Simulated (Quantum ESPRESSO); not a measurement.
# BaZrO3 (Pm-3m): modes at Γ and the response to a field

Aim: the zone-centre modes of BaZrO3 (Pm-3m).

Method: DFT LDA, scalar-relativistic, plane waves, PseudoDojo norm-conserving pseudopotentials, in Quantum ESPRESSO 7.5.

The experiments to compare with:

For BaZrO3, cubic perovskite (undoped submicron crystals from molten salt synthesis), “Excitation-Dependent Photoluminescence of BaZrO3:Eu3+ Crystals” (2022, pmc:9457899) gives, by XRD Rietveld refinement: lattice constant a (a, undoped) 4.1947 ± 0.0002 Å [submicron molten-salt powder; measurement temperature not stated].

For BaZrO3, cubic perovskite (ceramic, earlier study, 300 K), “Broadband dielectric spectroscopy of Ba(Zr,Ti)O3: dynamics of relaxors and diffuse ferroelectrics” (2013, arxiv:1312.3131) quotes earlier work: static dielectric constant (static permittivity) about 36 [polycrystalline ceramic; value quoted from the authors' earlier paper].

For BaZrO3, cubic perovskite (polycrystalline, earlier work), “Lattice dynamics and Raman spectrum of BaZrO3 single crystals” (2019, arxiv:1907.02008) quotes earlier work: infrared mode (TO1 at Gamma, T1u) 116 cm⁻¹ [Literature IR value quoted for comparison; temperature and sample not stated in passage]; infrared mode (TO2 at Gamma, T1u) 214 cm⁻¹ [Literature IR value quoted for comparison; temperature and sample not stated in passage]; infrared mode (TO3 at Gamma, T1u) 520 cm⁻¹ [Literature IR value quoted for comparison; temperature and sample not stated in passage].

Most raw output is cut from this account.

## Step 1: The starting structure

Symmetry: Pm-3m, No. 221, cubic system. The conventional cell has a = 4.191 Å, b = 4.191 Å, c = 4.191 Å, α = 90.00°, β = 90.00°, γ = 90.00°. Nearest to Ba lie 12 O at 2.96 Å. Zr has 6 O at 2.10 Å nearest. O has 2 Zr at 2.10 Å and 4 Ba at 2.96 Å nearest. Farther neighbours and most contacts between anions are not listed.

## Step 2: A first look

Before anything dear is run, a loose run with smearing shows whether this is a metal and how far the cell is from rest.

Contents of probe.in:

```
&control
   calculation = 'scf'
   prefix = 'x'
   outdir = './tmp'
   pseudo_dir = './pseudo'
   tprnfor = .true.
   tstress = .true.
   verbosity = 'high'
/
&system
   ibrav = 0
   nat = 5
   ntyp = 3
   ecutwfc = 84.0
   occupations = 'smearing'
   smearing = 'gaussian'
   degauss = 0.01
/
&electrons
   conv_thr = 1.0d-07
   mixing_beta = 0.7
   electron_maxstep = 100
/
ATOMIC_SPECIES
 Ba    137.3270  Ba.upf
 Zr     91.2240  Zr.upf
 O      15.9990  O.upf
CELL_PARAMETERS angstrom
     4.191340000    0.000000000    0.000000000
     0.000000000    4.191340000    0.000000000
     0.000000000    0.000000000    4.191340000
ATOMIC_POSITIONS crystal
 Ba     0.000000000   0.000000000   0.000000000
 Zr     0.500000000   0.500000000   0.500000000
 O      0.000000000   0.500000000   0.500000000
 O      0.500000000   0.000000000   0.500000000
 O      0.500000000   0.500000000   0.000000000
K_POINTS automatic
 4 4 4 0 0 0
```

The run is started by

```bash
OMP_NUM_THREADS=1 mpirun -n 4 pw.x -nk 4 -in probe.in > probe.out
```

Elapsed: 11 s, on 4 MPI ranks of Intel Xeon Platinum 8259CL at 2.50GHz (Skylake/Cascade Lake), shared host; 43 s of CPU time.

Read from the output:

| Property | Result |
| --- | --- |
| volume per atom | 14.73 Å³ |
| pressure | -4.918 GPa |
| gap on the k-mesh | 3.104 eV |

A gap of 3.1 eV opens on this mesh, so the crystal is taken as an insulator; the start stands at -4.9 GPa.

## Step 3: Relaxation

The relaxation runs at a cutoff a fifth above that of the response, since stress converges more slowly with the basis than frequencies do. Forces and stress are brought to rest with tight thresholds.

Contents of relax.in:

```
&control
   calculation = 'vc-relax'
   prefix = 'x'
   outdir = './tmp'
   pseudo_dir = './pseudo'
   tprnfor = .true.
   tstress = .true.
   forc_conv_thr = 2.0d-05
   etot_conv_thr = 1.0d-07
   nstep = 40
/
&system
   ibrav = 0
   nat = 5
   ntyp = 3
   ecutwfc = 101
   occupations = 'fixed'
   nbnd = 22
/
&electrons
   conv_thr = 1.0d-11
   mixing_beta = 0.7
   electron_maxstep = 100
/
&ions
/
&cell
   press_conv_thr = 0.2
/
ATOMIC_SPECIES
 Ba    137.3270  Ba.upf
 Zr     91.2240  Zr.upf
 O      15.9990  O.upf
CELL_PARAMETERS angstrom
     4.191340000    0.000000000    0.000000000
     0.000000000    4.191340000    0.000000000
     0.000000000    0.000000000    4.191340000
ATOMIC_POSITIONS crystal
 Ba     0.000000000   0.000000000   0.000000000
 Zr     0.500000000   0.500000000   0.500000000
 O      0.000000000   0.500000000   0.500000000
 O      0.500000000   0.000000000   0.500000000
 O      0.500000000   0.500000000   0.000000000
K_POINTS automatic
 6 6 6 0 0 0
```

The run is started by

```bash
OMP_NUM_THREADS=1 mpirun -n 4 pw.x -nk 4 -in relax.in > relax.out
```

It took 1.8 min on 4 MPI ranks; 7.3 min of CPU time.

Relaxation path:

| step | energy less that of the first step (eV) | largest force (eV/Å) | pressure (GPa) | volume (Å³) |
| --- | --- | --- | --- | --- |
| 1 | 0.0000 | 0.0000 | -4.91 | 73.63 |
| 2 | -0.0333 | 0.0000 | -0.84 | 71.80 |
| 3 | -0.0343 | 0.0000 | 0.04 | 71.44 |
| 4 | -0.0343 | 0.0000 | 0.00 | 71.46 |
| 5 | -0.0343 | 0.0000 | 0.00 | 71.46 |
| 6 | -0.0342 | 0.0000 | 0.00 | 71.46 |

| conventional cell, symmetrised | before | after | change |
| --- | --- | --- | --- |
| a (Å) | 4.191 | 4.150 | -1.0 % |
| b (Å) | 4.191 | 4.150 | -1.0 % |
| c (Å) | 4.191 | 4.150 | -1.0 % |
| volume (Å³/atom) | 14.73 | 14.29 | -3.0 % |

The last row of the table of steps is pw.x's closing run on a basis chosen anew for the final cell, so its energy can jump.

This step gave:

```
volume per atom   : 14.29 Å³
pressure          : 0 GPa
gap on the k-mesh : 3.173 eV
```

The volume changes by -3.0 % from the cell with which this run began.

## Step 4: Self-consistent run for the response

The response is built on this ground state, so it is converged far tighter than an energy would need. With a gap, occupations are fixed, which also allows the response to an electric field.

Contents of scf.in:

```
&control
   calculation = 'scf'
   prefix = 'x'
   outdir = './tmp'
   pseudo_dir = './pseudo'
   tprnfor = .true.
   tstress = .true.
/
&system
   ibrav = 0
   nat = 5
   ntyp = 3
   ecutwfc = 84.0
   occupations = 'fixed'
   nbnd = 22
/
&electrons
   conv_thr = 1.0d-12
   mixing_beta = 0.7
   electron_maxstep = 100
/
ATOMIC_SPECIES
 Ba    137.3270  Ba.upf
 Zr     91.2240  Zr.upf
 O      15.9990  O.upf
CELL_PARAMETERS angstrom
     4.149645167    0.000000000    0.000000000
     0.000000000    4.149645167    0.000000000
     0.000000000    0.000000000    4.149645167
ATOMIC_POSITIONS crystal
 Ba     0.000000000   0.000000000   0.000000000
 Zr     0.500000000   0.500000000   0.500000000
 O      0.000000000   0.500000000   0.500000000
 O      0.500000000   0.000000000   0.500000000
 O      0.500000000   0.500000000   0.000000000
K_POINTS automatic
 8 8 8 0 0 0
```

The run is started by

```bash
OMP_NUM_THREADS=1 mpirun -n 4 pw.x -nk 4 -in scf.in > scf.out
```

Wall time 37 s (4 MPI ranks).

This step gave:

- pressure: -0.03 GPa

The cell stands at -0.03 GPa, close enough for phonons.

## Step 5: Zone-centre response

At q = 0 one unit cell holds all displacements; symmetry groups them into irreducible representations that are solved one by one. The response to a field gives ε∞ and the Born charges, which polar modes need.

Contents of ph.in:

```
phonons
&inputph
   prefix = 'x'
   outdir = './tmp'
   fildyn = 'g.dyn'
   tr2_ph = 1.0d-18
   epsil = .true.
/
0.000000000000 0.000000000000 0.000000000000
```

The run is started by

```bash
OMP_NUM_THREADS=1 mpirun -n 4 ph.x -nk 4 -in ph.in > ph.out
```

Run time: 21 min. Hardware: 4 MPI ranks.

Numbers from this step:

```
miss of the charge sum rule                                       : 7.80e-4 e
largest acoustic frequency at the zone centre before the sum rule : 1.39 cm⁻¹
highest optical zone-centre mode (no LO-TO term)                  : 524.5 cm⁻¹
lowest optical zone-centre mode                                   : 97.66 cm⁻¹
mean high-frequency dielectric constant                           : 4.894
largest Born charge in size (third of the trace)                  : 6.111 e
```

Born charge (rows field, columns displacement), before the sum rule (e), principal values of the symmetric part by kind of site:

| atom | atoms with these values | low | middle | high | mean |
| --- | --- | --- | --- | --- | --- |
| Ba1 | 1 | 2.74 | 2.74 | 2.74 | 2.74 |
| Zr2 | 1 | 6.11 | 6.11 | 6.11 | 6.11 |
| O3 | 3 | -4.80 | -2.03 | -2.03 | -2.95 |

In full for O3:

```
-4.80  0.00  0.00
 0.00 -2.03  0.00
 0.00  0.00 -2.03
```

High-frequency dielectric tensor:

```
4.89 0.00 0.00
0.00 4.89 0.00
0.00 0.00 4.89
```

The acoustic modes at Γ come out as far as 1.4 cm⁻¹ from zero, where they should vanish, a small numerical error; the Born charges miss their sum rule by 7.8e-4 e, which is good.

## Step 6: Zone-centre analysis

A rigid shift of the crystal must cost nothing, but grids and finite bases break this; the acoustic sum rule is imposed before the matrix is diagonalised again. With Born charges the intensities follow, and the static dielectric tensor.

Contents of dynmat.in:

```
&input
   fildyn = 'g.dyn'
   asr = 'simple'
   fileig = 'dynmat.eig'
   lperm = .true.
/
```

The run is started by

```bash
dynmat.x -in dynmat.in > dynmat.out
```

It took 0.6 s on 1 thread.

Numbers from this step:

```
lowest optical zone-centre mode : 97.65 cm⁻¹
mean static dielectric constant : 63.61
```

Unit eigenvectors of the mass-weighted matrix after the sum rule; no LO-TO term. The modes at Γ (shares of kinetic energy by element, %):

| mode | frequency (cm⁻¹) | symmetry | Ba % | Zr % | O % |
| --- | --- | --- | --- | --- | --- |
| 1 | 0.0 | acoustic | 50 | 33 | 17 |
| 2 | 0.0 | acoustic | 50 | 33 | 17 |
| 3 | 0.0 | acoustic | 50 | 33 | 17 |
| 4 | 97.6 | T1u | 42 | 9 | 49 |
| 5 | 97.6 | T1u | 42 | 9 | 49 |
| 6 | 97.6 | T1u | 42 | 9 | 49 |
| 7 | 173.1 | T2u | 0 | 0 | 100 |
| 8 | 173.1 | T2u | 0 | 0 | 100 |
| 9 | 173.1 | T2u | 0 | 0 | 100 |
| 10 | 194.8 | T1u | 8 | 56 | 36 |
| 11 | 194.8 | T1u | 8 | 56 | 36 |
| 12 | 194.8 | T1u | 8 | 56 | 36 |
| 13 | 524.6 | T1u | 0 | 2 | 97 |
| 14 | 524.6 | T1u | 0 | 2 | 97 |
| 15 | 524.6 | T1u | 0 | 2 | 97 |

Displacements in mode 4 (97.6 cm⁻¹), the largest set to 1:
```
Ba1 -0.01  0.10  0.48
Zr2  0.01 -0.06 -0.27
O3   0.01 -0.20 -1.00
O4   0.02 -0.12 -1.00
O5   0.02 -0.20 -0.58
```

Displacements in mode 11 (194.8 cm⁻¹), the largest set to 1:
```
Ba1 -0.23  0.19  0.00
Zr2  0.74 -0.62  0.00
O3  -0.23  0.83  0.00
O4  -1.00  0.19  0.00
O5  -1.00  0.83  0.00
```

Degenerate modes summed, no LO-TO term. Infrared lines, with heights relative to the strongest:

| position (cm⁻¹) | lines merged | label | IR intensity, relative |
| --- | --- | --- | --- |
| 98 | 3 | T1u | 58 |
| 173 | 3 | T2u | 0.0 |
| 195 | 3 | T1u | 94 |
| 525 | 3 | T1u | 100 |

Static dielectric tensor (ions relaxed, fixed cell):

```
63.61  0.00  0.00
 0.00 63.61  0.00
 0.00  0.00 63.61
```

The rule moves no optical mode by more than 0.1 cm⁻¹.

## Step 7: Modes along a direction of q (1 0 0)

A longitudinal polar mode sets up a macroscopic field that stiffens it; the term hangs on the direction from which q goes to zero.

Contents of dynmat.in:

```
&input
   fildyn = 'g.dyn'
   asr = 'simple'
   fileig = 'dynmat.eig'
   q(1) = 1.0
   q(2) = 0.0
   q(3) = 0.0
/
```

The run is started by

```bash
dynmat.x -in dynmat.in > dynmat.out
```

The job ended after 0.59 s (1 thread).

This step gave:

- highest mode moved by the LO-TO term: 713.9 cm⁻¹

Zone-centre frequencies as printed; negative means imaginary. Modes:

| mode | frequency (cm⁻¹) |
| --- | --- |
| 1 | 0 |
| 2 | 0 |
| 3 | 0 |
| 4 | 97.65 |
| 5 | 97.65 |
| 6 | 137.8 |
| 7 | 173.1 |
| 8 | 173.1 |
| 9 | 173.1 |
| 10 | 194.8 |
| 11 | 194.8 |
| 12 | 365.6 |
| 13 | 524.5 |
| 14 | 524.5 |
| 15 | 713.9 |

The field moves 3 modes; the highest of them now lies at 714 cm⁻¹, where the highest that moved away lay at 524.

## Step 8: Self-consistent run for the response, cutoff 29 Ry

Energy, stress and frequencies converge at unlike rates, so the cutoff is scanned on the frequencies themselves.

scf.in: that of step 4 with these lines changed.

```diff
@@ -12,3 +12,3 @@
    ntyp = 3
-   ecutwfc = 84.0
+   ecutwfc = 29.0
    occupations = 'fixed'
```

The run is started by

```bash
OMP_NUM_THREADS=1 mpirun -n 4 pw.x -nk 4 -in scf.in > scf.out
```

It took 7.2 s on 4 MPI ranks.

## Step 9: Linear response at Γ, cutoff 29 Ry

It starts from a fresh copy of the ground state of step 8.

ph.in: that of step 5 with these lines changed.

```diff
@@ -4,3 +4,3 @@
    outdir = './tmp'
-   fildyn = 'g.dyn'
+   fildyn = 's.dyn'
    tr2_ph = 1.0d-18
```

The run is started by

```bash
OMP_NUM_THREADS=1 mpirun -n 4 ph.x -nk 4 -in ph.in > ph.out
```

Wall time 3.8 min (4 MPI ranks).

The run was cut off at its time limit.

## Step 10: Ground state, cutoff 42 Ry

scf.in: that of step 8 with these lines changed.

```diff
@@ -12,3 +12,3 @@
    ntyp = 3
-   ecutwfc = 29.0
+   ecutwfc = 42.0
    occupations = 'fixed'
```

The run is started by

```bash
OMP_NUM_THREADS=1 mpirun -n 4 pw.x -nk 4 -in scf.in > scf.out
```

It took 18 s on 4 MPI ranks.

## Step 11: Zone-centre response, cutoff 42 Ry

It starts from a fresh copy of the ground state of step 10.

ph.in is that of step 9.

The run is started by

```bash
OMP_NUM_THREADS=1 mpirun -n 4 ph.x -nk 4 -in ph.in > ph.out
```

Run time: 4.4 min. Hardware: 4 MPI ranks.

The run was cut off at its time limit.

## Step 12: Self-consistent run for the response, cutoff 55 Ry

scf.in: that of step 10 with these lines changed.

```diff
@@ -12,3 +12,3 @@
    ntyp = 3
-   ecutwfc = 42.0
+   ecutwfc = 55.0
    occupations = 'fixed'
```

The run is started by

```bash
OMP_NUM_THREADS=1 mpirun -n 4 pw.x -nk 4 -in scf.in > scf.out
```

Wall time 20 s (4 MPI ranks).

## Step 13: Zone-centre response, cutoff 55 Ry

It starts from a fresh copy of the ground state of step 12.

ph.in is that of step 11.

The run is started by

```bash
OMP_NUM_THREADS=1 mpirun -n 4 ph.x -nk 4 -in ph.in > ph.out
```

Wall time 5.1 min (4 MPI ranks).

The run was cut off at its time limit.

## Step 14: Self-consistent run for the response, cutoff 67 Ry

scf.in: that of step 12 with these lines changed.

```diff
@@ -12,3 +12,3 @@
    ntyp = 3
-   ecutwfc = 55.0
+   ecutwfc = 67.0
    occupations = 'fixed'
```

The run is started by

```bash
OMP_NUM_THREADS=1 mpirun -n 4 pw.x -nk 4 -in scf.in > scf.out
```

Wall time 32 s (4 MPI ranks); 2.1 min of CPU time.

## Step 15: Zone-centre response, cutoff 67 Ry

It starts from a fresh copy of the ground state of step 14.

ph.in is that of step 13.

The run is started by

```bash
OMP_NUM_THREADS=1 mpirun -n 4 ph.x -nk 4 -in ph.in > ph.out
```

It took 6.4 min on 4 MPI ranks.

The run was cut off at its time limit.

## Step 16: Zone-centre response, cutoff 84 Ry

It starts from a fresh copy of the ground state of step 4.

ph.in is that of step 15.

The job ended after 8.7 min (4 MPI ranks).

The run was cut off at its time limit.

## Step 17: Self-consistent run for the response, cutoff 105 Ry

scf.in: that of step 14 with these lines changed.

```diff
@@ -12,3 +12,3 @@
    ntyp = 3
-   ecutwfc = 67.0
+   ecutwfc = 105.0
    occupations = 'fixed'
```

The run is started by

```bash
OMP_NUM_THREADS=1 mpirun -n 4 pw.x -nk 4 -in scf.in > scf.out
```

Run time: 50 s. Hardware: 4 MPI ranks; 3.3 min of CPU time.

## Step 18: Zone-centre response, cutoff 105 Ry

It starts from a fresh copy of the ground state of step 17.

ph.in is that of step 16.

The run is started by

```bash
OMP_NUM_THREADS=1 mpirun -n 4 ph.x -nk 4 -in ph.in > ph.out
```

Wall time 15 min (4 MPI ranks).

The run was cut off at its time limit.

## Step 19: Ground state, k mesh 2×2×2

scf.in: that of step 17 with these lines changed.

```diff
@@ -12,3 +12,3 @@
    ntyp = 3
-   ecutwfc = 105.0
+   ecutwfc = 84.0
    occupations = 'fixed'
@@ -36,2 +36,2 @@
 K_POINTS automatic
- 8 8 8 0 0 0
+ 2 2 2 0 0 0
```

The run is started by

```bash
OMP_NUM_THREADS=1 mpirun -n 4 pw.x -nk 4 -in scf.in > scf.out
```

The job ended after 6.7 s (4 MPI ranks; 26 s of CPU time).

## Step 20: Zone-centre response, k mesh 2×2×2

The response is a sum over the zone, so the k mesh is scanned at a fixed cell.

It starts from a fresh copy of the ground state of step 19.

ph.in is that of step 18.

The run is started by

```bash
OMP_NUM_THREADS=1 mpirun -n 4 ph.x -nk 4 -in ph.in > ph.out
```

Wall time 2.2 min (4 MPI ranks).

The run was cut off at its time limit.

## Step 21: Ground state, k mesh 3×3×3

scf.in: that of step 19 with these lines changed.

```diff
@@ -36,2 +36,2 @@
 K_POINTS automatic
- 2 2 2 0 0 0
+ 3 3 3 0 0 0
```

The run is started by

```bash
OMP_NUM_THREADS=1 mpirun -n 4 pw.x -nk 4 -in scf.in > scf.out
```

Elapsed: 7.8 s, on 4 MPI ranks.

## Step 22: Zone-centre response, k mesh 3×3×3

It starts from a fresh copy of the ground state of step 21.

ph.in is that of step 20.

The run is started by

```bash
OMP_NUM_THREADS=1 mpirun -n 4 ph.x -nk 4 -in ph.in > ph.out
```

It took 2.4 min on 4 MPI ranks.

The run was cut off at its time limit.

## Step 23: Ground state, k mesh 4×4×4

scf.in: that of step 21 with these lines changed.

```diff
@@ -36,2 +36,2 @@
 K_POINTS automatic
- 3 3 3 0 0 0
+ 4 4 4 0 0 0
```

The run is started by

```bash
OMP_NUM_THREADS=1 mpirun -n 4 pw.x -nk 4 -in scf.in > scf.out
```

Run time: 14 s. Hardware: 4 MPI ranks; 54 s of CPU time.

## Step 24: Linear response at Γ, k mesh 4×4×4

It starts from a fresh copy of the ground state of step 23.

ph.in is that of step 22.

The run is started by

```bash
OMP_NUM_THREADS=1 mpirun -n 4 ph.x -nk 4 -in ph.in > ph.out
```

Run time: 2.9 min. Hardware: 4 MPI ranks.

The run was cut off at its time limit.

## Step 25: Self-consistent run for the response, k mesh 6×6×6

scf.in: that of step 23 with these lines changed.

```diff
@@ -36,2 +36,2 @@
 K_POINTS automatic
- 4 4 4 0 0 0
+ 6 6 6 0 0 0
```

The run is started by

```bash
OMP_NUM_THREADS=1 mpirun -n 4 pw.x -nk 4 -in scf.in > scf.out
```

Elapsed: 22 s, on 4 MPI ranks; 85 s of CPU time.

## Step 26: Linear response at Γ, k mesh 6×6×6

It starts from a fresh copy of the ground state of step 25.

ph.in is that of step 24.

The run is started by

```bash
OMP_NUM_THREADS=1 mpirun -n 4 ph.x -nk 4 -in ph.in > ph.out
```

The job ended after 3.5 min (4 MPI ranks).

The run was cut off at its time limit.

## Step 27: Zone-centre response, k mesh 8×8×8

It starts from a fresh copy of the ground state of step 4.

ph.in is that of step 26.

Wall time 4.7 min (4 MPI ranks).

The run was cut off at its time limit.

## Step 28: Self-consistent run for the response, k mesh 12×12×12

scf.in: that of step 25 with these lines changed.

```diff
@@ -36,2 +36,2 @@
 K_POINTS automatic
- 6 6 6 0 0 0
+ 12 12 12 0 0 0
```

The run is started by

```bash
OMP_NUM_THREADS=1 mpirun -n 4 pw.x -nk 4 -in scf.in > scf.out
```

It took 76 s on 4 MPI ranks.

## Step 29: Zone-centre response, k mesh 12×12×12

It starts from a fresh copy of the ground state of step 28.

ph.in is that of step 27.

The run is started by

```bash
OMP_NUM_THREADS=1 mpirun -n 4 ph.x -nk 4 -in ph.in > ph.out
```

Wall time 7.6 min (4 MPI ranks).

The run was cut off at its time limit.

## Step 30: Ground state, ecutrho 336 Ry

scf.in: that of step 28 with these lines changed.

```diff
@@ -36,2 +36,2 @@
 K_POINTS automatic
- 12 12 12 0 0 0
+ 8 8 8 0 0 0
```

The run is started by

```bash
OMP_NUM_THREADS=1 mpirun -n 4 pw.x -nk 4 -in scf.in > scf.out
```

Elapsed: 37 s, on 4 MPI ranks.

[end of part 1 of 2]

[Host names and launcher messages were left out of these logs when they were recorded.]

[Logs are printed without paths, hosts, clocks, repeated set-up lines and the standing remarks that a program may print on its own settings, such as how far it seeks lower states.]

[Hosts, paths, dates, database ids (printed as entryN), source tags and the programs' standing remarks are cut or masked in the printed files.]
